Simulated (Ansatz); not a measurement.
SnO2 (Cassiterite), computed twice by G0W0.

```xyz
6
Lattice="4.7380 0.0000 0.0000 0.0000 4.7380 0.0000 0.0000 0.0000 3.1865" Properties=species:S:1:pos:R:3 pbc="T T T"
Sn    0.0000    0.0000    0.0000
Sn    2.3690    2.3690    1.5933
O     1.4550    1.4550    0.0000
O     0.9140    3.8240    1.5933
O     3.2830    3.2830    0.0000
O     3.8240    0.9140    1.5933
```

The cell and positions come from the Crystallography Open Database and are kept as given unless a step says otherwise. PAW set soft_2, made with PBE.

The first (Ansatz 0.2.0; start PBE, 4×4×4 mesh, 459 empty bands, screening to 200 eV; 1 × NVIDIA H100 80GB HBM3 (shared by 3 runs) with 3 threads of AMD EPYC 7R13 (Zen 3), shared host) gave, on its mesh: starting gap 1.28 eV, G0W0 gap 2.82 eV, RPA ε∞ (mean) 4.53, 20 s.

**Question.** The second changes start from PBE to LDA. What does it give?

It gave: starting gap 1.13 eV, G0W0 gap 2.82 eV, RPA ε∞ (mean) 4.75, 18 s. The G0W0 gap moves by −0.01 eV, −0.15 eV from the start and +0.14 eV from the correction. Σc changes by −0.04 eV at the valence top and −0.04 eV at the conduction bottom, and Σx − Vxc between them by +0.14 eV.

Limits: not at the basis limit; no spin-orbit coupling; coarse k mesh.

[Paths, hosts, dates, memory and timing lines, banners, echoed tables and standing remarks are left out of the program output.]

[Logs are printed without paths, hosts, clocks, repeated set-up lines and the standing remarks that a program may print on its own settings, such as how far it seeks lower states.]

[Runs of the session that timed out or met a known fault of the program may be left out.]

[Cells called generated may have been cut or substituted from an entry of the Crystallography Open Database or the Materials Project.]

[Hosts, paths, dates, database ids (printed as entryN), source tags and the programs' standing remarks are cut or masked in the printed files.]
